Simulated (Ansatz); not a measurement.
Consider NaAuF3 (cubic perovskite) (Pm-3m).

The structure was built from a prototype and need not be the compound's stable phase.

```xyz
5
Lattice="0.0000 -4.3752 0.0000 0.0000 0.0000 4.3752 -4.3752 0.0000 0.0000" Properties=species:S:1:pos:R:3 pbc="T T T"
Na    0.0000    0.0000    0.0000
Au   -2.1876   -2.1876    2.1876
F     0.0000   -2.1876    2.1876
F    -2.1876   -2.1876    0.0000
F    -2.1876    0.0000    2.1876
```

The structure was relaxed with PBEsol. The structure type comes from a generator and need not be one that this composition takes. The structure was generated from a model, not taken from a measurement. The runs that relaxed it are not among those shown. The program's search for lower electronic states was switched off, so nothing shows that the state found is the lowest. Spin-orbit coupling is left out unless a run names it. PAW set soft_2, made with PBE.

A constrained-RPA run (Ansatz 0.2.0; non-magnetic PBEsol; Au d + anion p, bands v14 to v1, 4×4×4 mesh, medium accuracy) builds 14 functions on bands 8.7 eV wide, with 27.0 electrons in the window. The bare on-site interaction is 17.0 eV and the bare J 0.68 eV.

**Question.** What U and J survive the screening?

On the Au d shell, U = 6.83 eV (40 % of the bare value), U′ = 5.82 eV, J = 0.51 eV.

The parent state is non-magnetic and the interaction static (zero frequency); U depends on the window and the orbitals, so it belongs to this model alone. Spin-orbit coupling, which is strong for atoms this heavy, is left out. A window that holds the anion p bands defines a model with explicit ligands; its U belongs to that model and is not the U of DFT+U.

[Paths, hosts, dates, memory and timing lines, banners, echoed tables and standing remarks are left out of the program output.]

[Logs are printed without paths, hosts, clocks, repeated set-up lines and the standing remarks that a program may print on its own settings, such as how far it seeks lower states.]

[Runs of the session that timed out or met a known fault of the program may be left out.]

[Hosts, paths, dates, database ids (printed as entryN), source tags and the programs' standing remarks are cut or masked in the printed files.]
